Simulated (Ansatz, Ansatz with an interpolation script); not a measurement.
# Settings in Wannier-interpolated G0W0: MoS2 (P6_3/mmc)

Wanted: errors and cost of interpolated bands of MoS2 (P6_3/mmc) under coarser or faulty settings.

Calculated with Ansatz 0.2.0; maximally localised Wannier functions, LDA, plane waves, PAW; PAW set soft_1.

Report form: the programs' logs are mostly left out.

The database entry behind the starting cell differs from later determinations by our own check (about 0.3 % long), so it need not match the best structure at ambient conditions.

## 1. Starting point

It takes space group P6_3/mmc (No. 194, hexagonal). The conventional cell has a = 3.169 Å, b = 3.169 Å, c = 12.324 Å, α = 90.00°, β = 90.00°, γ = 120.00°. Mo has 6 S at 2.41 Å nearest. Nearest to S lie 3 Mo at 2.41 Å. Farther neighbours and most contacts between anions are not listed.

The cell and positions come from the Crystallography Open Database and are kept as given unless a step says otherwise.

## 2. Wannier model on 12×12×4

Localised functions give a small Hamiltonian that interpolates between mesh points at no cost.

Contents of input.yaml:

```yaml
crystal:
  lattice:
    - [3.169, 0.0, 0.0]
    - [-1.5845, 2.7444345, 0.0]
    - [0.0, 0.0, 12.324]
  atoms:
    - { symbol: Mo, position: [0.33333333, 0.66666667, 0.25] }
    - { symbol: Mo, position: [0.66666667, 0.33333333, 0.75] }
    - { symbol: S, position: [0.33333333, 0.66666667, 0.623] }
    - { symbol: S, position: [0.66666667, 0.33333333, 0.123] }
    - { symbol: S, position: [0.33333333, 0.66666667, 0.877] }
    - { symbol: S, position: [0.66666667, 0.33333333, 0.377] }
kpoints:
  mp_grid: { grid: [6, 6, 2] }
hamiltonian:
  xc: lda
  pseudopotentials: { kind: paw, azcp: { folder: soft_1 }, xc_functional: pbe }
scf:
  occupations: { method: fixed }
  n_extra_bands: 57
output:
  wannier:
    kmesh: [12, 12, 4]
    projections: [{ species: Mo, l: d, shell: 4 }, { species: S, l: p, shell: 3 }]
    minimise: true
    write_hr: true
    seedname: w
    conv_tol: 1.0e-06
    max_iter: 20000
    stability_check: false
    disentanglement:
      window: [3.61, 15.98]
      frozen_window: [3.61, 12.88]
      conv_tol: 1.0e-08
```

The run is started by

```
ansatz run input.yaml --threads 3 --pin off --max-ram 92160MiB --backend cuda --events-out ev --progress --plain --runs-dir out --devices 1 --max-vram 13GiB
```

Run time: 63 s. Hardware: 1 × NVIDIA H100 80GB HBM3 (shared by 6 runs) with 3 threads of AMD EPYC 7R13 (Zen 3), shared host; peak memory 1.5 GiB.

Numbers from this step:

```
gauge-invariant spread     : 36.57 Å²
diagonal spread            : 0.06167 Å²
off-diagonal spread        : 2.238 Å²
total spread               : 38.86 Å²
least projectability       : 0.4815
localisation steps         : 2270
disentanglement steps      : 4
r.m.s. interpolation error : 1.59e-4 eV
r.m.s. error near the gap  : 2.27e-4 eV
```

Near the gap the model misses directly solved bands by 0.2 meV r.m.s. and by 3 meV at most in the window tested. This tests the starting bands, not the corrections carried with them.

## 3. Wannier model on 6×6×2

input.yaml, as its differences from that of step 2:

```diff
@@ -22,3 +22,3 @@
   wannier:
-    kmesh: [12, 12, 4]
+    kmesh: [6, 6, 2]
     projections: [{ species: Mo, l: d, shell: 4 }, { species: S, l: p, shell: 3 }]
```

It took 16 s on 1 × NVIDIA H100 80GB HBM3 (shared by 6 runs) with 3 threads; peak memory 0.98 GiB.

Numbers from this step:

```
gauge-invariant spread     : 34.32 Å²
diagonal spread            : 0.05277 Å²
off-diagonal spread        : 2.322 Å²
total spread               : 36.69 Å²
least projectability       : 0.4859
localisation steps         : 2312
disentanglement steps      : 3
r.m.s. interpolation error : 0.004631 eV
r.m.s. error near the gap  : 0.005966 eV
```

Near the gap the model misses directly solved bands by 6.0 meV r.m.s. and by 36 meV at most in the window tested. This tests the starting bands, not the corrections carried with them.

Frozen up to 2.21 eV; above it the model need not follow the bands. The electronic bands at the labelled points (eV, zero at the valence-band top; v1 is the highest filled band, c1 the lowest empty one):

| point | v4 | v3 | v2 | v1 | c1 | c2 | c3 | c4 |
| --- | --- | --- | --- | --- | --- | --- | --- | --- |
| Γ | -2.14 | -1.20 | -1.16 | 0.00 | 2.08 | 2.08 | 2.11 | 2.11 |
| halfway | -2.31 | -1.58 | -1.53 | -1.38 | 1.11 | 1.58 | 1.78 | 2.00 |
| M | -1.72 | -1.52 | -1.42 | -1.29 | 1.57 | 1.62 | 1.95 | 2.23 |
| halfway | -2.77 | -2.32 | -1.11 | -0.92 | 1.42 | 1.53 | 2.22 | 2.35 |
| K | -2.67 | -2.67 | -0.80 | -0.63 | 1.02 | 1.02 | 1.74 | 2.80 |
| halfway | -1.79 | -1.57 | -1.50 | -1.48 | 0.81 | 1.60 | 1.68 | 1.72 |
| Γ | -2.14 | -1.20 | -1.16 | 0.00 | 2.08 | 2.08 | 2.11 | 2.11 |
| halfway | -2.15 | -1.86 | -0.64 | -0.06 | 2.08 | 2.08 | 2.10 | 2.10 |
| A | -2.16 | -2.16 | -0.27 | -0.27 | 2.08 | 2.08 | 2.08 | 2.08 |
| halfway | -2.06 | -2.06 | -1.40 | -1.40 | 1.48 | 1.48 | 1.67 | 1.67 |
| L | -1.62 | -1.62 | -1.35 | -1.35 | 1.59 | 1.59 | 2.10 | 2.10 |
| halfway | -2.59 | -2.59 | -1.00 | -1.00 | 1.48 | 1.48 | 2.25 | 2.25 |
| H | -2.85 | -2.85 | -0.73 | -0.73 | 1.02 | 1.02 | 2.22 | 2.22 |
| halfway | -1.74 | -1.74 | -1.49 | -1.49 | 1.16 | 1.16 | 1.78 | 1.78 |
| A | -2.16 | -2.16 | -0.27 | -0.27 | 2.08 | 2.08 | 2.08 | 2.08 |
| jump to L | -1.62 | -1.62 | -1.35 | -1.35 | 1.59 | 1.59 | 2.10 | 2.10 |
| halfway | -1.69 | -1.55 | -1.40 | -1.31 | 1.58 | 1.61 | 2.00 | 2.20 |
| M | -1.72 | -1.52 | -1.42 | -1.29 | 1.57 | 1.62 | 1.95 | 2.23 |
| jump to H | -2.85 | -2.85 | -0.73 | -0.73 | 1.02 | 1.02 | 2.22 | 2.22 |
| halfway | -2.75 | -2.75 | -0.78 | -0.66 | 1.02 | 1.02 | 1.87 | 2.64 |
| K | -2.67 | -2.67 | -0.80 | -0.63 | 1.02 | 1.02 | 1.74 | 2.80 |

The same for Kohn-Sham, solved directly:

| point | v4 | v3 | v2 | v1 | c1 | c2 | c3 | c4 |
| --- | --- | --- | --- | --- | --- | --- | --- | --- |
| Γ | -2.14 | -1.20 | -1.16 | 0.00 | 2.08 | 2.08 | 2.11 | 2.11 |
| M | -1.72 | -1.52 | -1.42 | -1.29 | 1.57 | 1.62 | 1.95 | 2.23 |
| K | -2.67 | -2.67 | -0.80 | -0.63 | 1.02 | 1.02 | 1.74 | 2.80 |
| Γ | -2.14 | -1.20 | -1.16 | 0.00 | 2.08 | 2.08 | 2.11 | 2.11 |
| A | -2.16 | -2.16 | -0.27 | -0.27 | 2.08 | 2.08 | 2.08 | 2.08 |
| L | -1.62 | -1.62 | -1.35 | -1.35 | 1.59 | 1.59 | 2.10 | 2.10 |
| H | -2.85 | -2.85 | -0.73 | -0.73 | 1.02 | 1.02 | 2.22 | 2.22 |
| A | -2.16 | -2.16 | -0.27 | -0.27 | 2.08 | 2.08 | 2.08 | 2.08 |
| L | -1.62 | -1.62 | -1.35 | -1.35 | 1.59 | 1.59 | 2.10 | 2.10 |
| M | -1.72 | -1.52 | -1.42 | -1.29 | 1.57 | 1.62 | 1.95 | 2.23 |
| H | -2.85 | -2.85 | -0.73 | -0.73 | 1.02 | 1.02 | 2.22 | 2.22 |
| K | -2.67 | -2.67 | -0.80 | -0.63 | 1.02 | 1.02 | 1.74 | 2.80 |

## 4. A faulty Wannier input

This step: maximally localised Wannier functions, LDA, plane waves, PAW.

input.yaml, as its differences from that of step 3:

```diff
@@ -28,3 +28,3 @@
     conv_tol: 1.0e-06
-    max_iter: 20000
+    max_iter: 3
     stability_check: false
```

The run is started by

```
ansatz run input.yaml --threads 3 --pin off --max-ram 92160MiB --backend cpu --events-out ev --progress --plain --runs-dir out
```

Elapsed: 0.12 s, on 3 threads; peak memory 0.08 GiB.

The program refused the input before any cycle.

The program's message: “Error: invalid value for `output.wannier.max_iter`: must be ≥ 5; got 3”

The fault put into this input: too few iterations.

## 5. G0W0: 6×6×2 mesh, 492 empty bands, screening to 160 eV, PAW set soft_1 files

G0W0 replaces the xc potential by the self-energy, built once from these orbitals. Only a window of levels is corrected, while the sums run over the empty bands that the input names.

This step: G0W0 on LDA, plane waves, PAW; PAW set soft_1.

input.yaml, the sections that differ from step 4:

```yaml
scf:
  occupations: { method: fixed }
gw:
  n_empty_bands: 492
  ecut_chi: 160.0
  qp_bands: [v14, c6]
  screening: { model: contour_deformation }
# crystal, kpoints, hamiltonian: as in step 4
# output: removed
```

The run is started by

```
ansatz run input.yaml --threads 3 --pin off --max-ram 92160MiB --backend cuda --events-out ev --progress --plain --runs-dir out --devices 1 --max-vram 13GiB
```

Wall time 2.3 min (1 × NVIDIA H100 80GB HBM3 (shared by 6 runs) with 3 threads); peak memory 1.7 GiB; 3.6 min of CPU time.

The G0W0 gap on the mesh is 1.219 eV.

## 6. G0W0: 3×3×1 mesh, 492 empty bands, screening to 160 eV, PAW set soft_1 files

input.yaml, as its differences from that of step 5:

```diff
@@ -13,3 +13,3 @@
 kpoints:
-  mp_grid: { grid: [6, 6, 2] }
+  mp_grid: { grid: [3, 3, 1] }
 hamiltonian:
```

The job ended after 13 s (1 × NVIDIA H100 80GB HBM3 (shared by 6 runs) with 3 threads; peak memory 1.2 GiB; 13 s of CPU time).

The G0W0 gap on the mesh is 1.603 eV.

## 7. G0W0: 6×6×2 mesh, 228 empty bands, screening to 96 eV, PAW set soft_1 files

input.yaml, as its differences from that of step 6:

```diff
@@ -13,3 +13,3 @@
 kpoints:
-  mp_grid: { grid: [3, 3, 1] }
+  mp_grid: { grid: [6, 6, 2] }
 hamiltonian:
@@ -20,4 +20,4 @@
 gw:
-  n_empty_bands: 492
-  ecut_chi: 160.0
+  n_empty_bands: 228
+  ecut_chi: 96
   qp_bands: [v14, c6]
```

Run time: 32 s. Hardware: 1 × NVIDIA H100 80GB HBM3 (shared by 6 runs) with 3 threads; peak memory 1.3 GiB; 44 s of CPU time.

The G0W0 gap on the mesh is 1.172 eV.

## 8. G0W0: 6×6×2 mesh, 492 empty bands, screening to 160 eV, plasmon pole, PAW set soft_1 files

input.yaml, as its differences from that of step 7:

```diff
@@ -20,5 +20,5 @@
 gw:
-  n_empty_bands: 228
-  ecut_chi: 96
+  n_empty_bands: 492
+  ecut_chi: 160.0
   qp_bands: [v14, c6]
-  screening: { model: contour_deformation }
+  screening: { model: godby_needs }
```

Wall time 2 min (1 × NVIDIA H100 80GB HBM3 (shared by 6 runs) with 3 threads); peak memory 4.1 GiB; 4.1 min of CPU time.

The G0W0 gap on the mesh is 1.224 eV.

## 9. Interpolated results

Times are wall times on 1 × NVIDIA H100 80GB HBM3 (shared by 6 runs) with 3 threads of AMD EPYC 7R13 (Zen 3), shared host, good to a factor of about two.

| GW mesh | empty bands | cutoff (eV) | frequency | gap on mesh (eV) | gap over zone (eV) | direct gap (eV) | valence width (eV) | GW time |
| --- | --- | --- | --- | --- | --- | --- | --- | --- |
| 6×6×2 | 492 | 160 | contour deformation | 1.219 | 1.216 | 2.072 | 7.071 | 2.3 min |
| 3×3×1 | 492 | 160 | contour deformation | 1.603 | 1.224 | 2.121 | 7.062 | 13 s |
| 6×6×2 | 228 | 96 | contour deformation | 1.172 | 1.168 | 2.063 | 7.163 | 32 s |
| 6×6×2 | 492 | 160 | plasmon pole | 1.224 | 1.222 | 2.147 | 7.346 | 2 min |

## 10. Outcome

```json
{"6×6×2 mesh, 492 empty bands, screening to 160 eV, PAW set soft_1 files": "1.22 eV", "3×3×1 mesh, 492 empty bands, screening to 160 eV, PAW set soft_1 files": "1.22 eV", "6×6×2 mesh, 228 empty bands, screening to 96 eV, PAW set soft_1 files": "1.17 eV", "6×6×2 mesh, 492 empty bands, screening to 160 eV, plasmon pole, PAW set soft_1 files": "1.22 eV"}
```

**Reading.** The largest change, −0.05 eV in the gap over the zone, comes with 6×6×2 mesh, 228 empty bands, screening to 96 eV, PAW set soft_1 files. The first run is a reference, not a converged one, and where a row moves several settings no single cause can be named. Rows on another GW mesh add that mesh's corrections to the bands of the one model. Coarser Wannier mesh (6×6×2): the miss near the gap goes from under 1 (the model on 12×12×4) to 6 meV and the total spread from 38.9 to 36.7 Å². With 3×3×1 mesh, 492 empty bands, screening to 160 eV, PAW set soft_1 files the gap over the zone moves by +0.01 eV and that on the mesh by +0.38 eV. With 6×6×2 mesh, 228 empty bands, screening to 96 eV, PAW set soft_1 files the gap over the zone moves by −0.05 eV and that on the mesh by −0.05 eV. With 6×6×2 mesh, 492 empty bands, screening to 160 eV, plasmon pole, PAW set soft_1 files the gap over the zone moves by +0.01 eV and that on the mesh by +0.01 eV. Gaps over the zone and on the mesh differ where an edge lies off the mesh, or where a GW run starts from another density: the starting gap over the zone is 0.799 eV, on the GW meshes it is 0.813 eV and 1.063 eV. The 6×6×2 mesh is coarse for this cell (its supercell is 19 Å along the shortest edge). The RPA ε∞ on it, from the LDA start, is 6.62 and 15.29; such meshes misread the long-range screening, most where the gap is narrow. The many-body steps are scalar-relativistic: spin-orbit coupling is not in them.

[Paths, hosts, dates, memory and timing lines, banners, echoed tables and standing remarks are left out of the program output.]

[Logs are printed without paths, hosts, clocks, repeated set-up lines and the standing remarks that a program may print on its own settings, such as how far it seeks lower states.]

[Runs of the session that timed out or met a known fault of the program may be left out.]

[Hosts, paths, dates, database ids (printed as entryN), source tags and the programs' standing remarks are cut or masked in the printed files.]
